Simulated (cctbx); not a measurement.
# What resolution and counting buy: Sm4Al4FeSn4

Space group Pmm2 (no. 25), a = 4.3110 Å, b = 4.3470 Å, c = 15.9210 Å, α = 90.00°, β = 90.00°, γ = 90.00°.

```csv
atom,mult.,x,y,z,Ueq (Å²)
Sm1,1,1/2,0,0.9003,0.0060
Sm2,1,1/2,1/2,0.3991,0.0079
Sm3,1,0,1/2,0.6042,0.0083
Sm4,1,0,0,0.0998,0.0089
Sn1,1,1/2,1/2,0.7564,0.0085
Sn2,1,0,1/2,0.2419,0.0076
Sn3,1,1/2,0,0.5679,0.0094
Sn4,1,0,0,0.4555,0.0079
Fe1,1,0,0,0.3044,0.0127
Al1,1,1/2,0,0.2393,0.0167
Al2,1,0,0,0.7484,0.0088
Al3,1,1/2,1/2,0.0642,0.0067
Al4,1,0,1/2,0.9384,0.0098
```

The model was made for the exercise: a known structure type with other elements put in, its volume estimated, not relaxed; displacement parameters are assumed.

Five simulated data sets (cctbx; Mo Kα, λ = 0.71073 Å; 3 % proportional error) differ in resolution or exposure (noise floor 4 counts in the first three, 8 in the last two). Each is refined with the right model, isotropic at 1.1 Å and anisotropic otherwise. How do the figures of merit and the uncertainties move?

| d min (Å) | top counts | ⟨I/σ⟩ (unmerged, absences included) | unique | param. (scale apart) | Rint | R1 | GooF | largest s.u. xyz (fractional) | s.u. U of Al1 (Å²) | largest error (Å) |
| --- | --- | --- | --- | --- | --- | --- | --- | --- | --- | --- |
| 1.1 | 40000 | 20.0 | 302 | 26 | 0.023 | 0.0182 | 1.44 | 0.00090 | 0.0036 | 0.0314 |
| 0.84 | 40000 | 18.7 | 655 | 52 | 0.021 | 0.0135 | 0.99 | 0.00048 | 0.0020 | 0.0140 |
| 0.6 | 40000 | 16.3 | 1681 | 52 | 0.024 | 0.0147 | 0.93 | 0.00023 | 0.0009 | 0.0064 |
| 0.75 | 300 | 1.1 | 893 | 52 | 0.360 | 0.1187 | 0.95 | 0.00950 | 0.0184 | 0.1111 |
| 0.75 | 3000 | 5.7 | 893 | 52 | 0.071 | 0.0450 | 0.95 | 0.00197 | 0.0085 | 0.0537 |

GooF reaches 1.44 where the model lacks something that the data hold (anisotropy at the isotropic level, for one). The s.u. of U for Al1 goes 0.0036, 0.0020, 0.0009 Å² with resolution and 0.0184, 0.0085 Å² with exposure.

The 1.1 Å row also differs in its displacement model, so it isn't a clean test of resolution.

Hardware for the 0.6 Å refinement: 0.41 s on 1 thread of Arm Neoverse V2, with other jobs on the host, peak memory 0.09 GiB.

[Logs are printed without paths, hosts, clocks, repeated set-up lines and the standing remarks that a program may print on its own settings, such as how far it seeks lower states.]
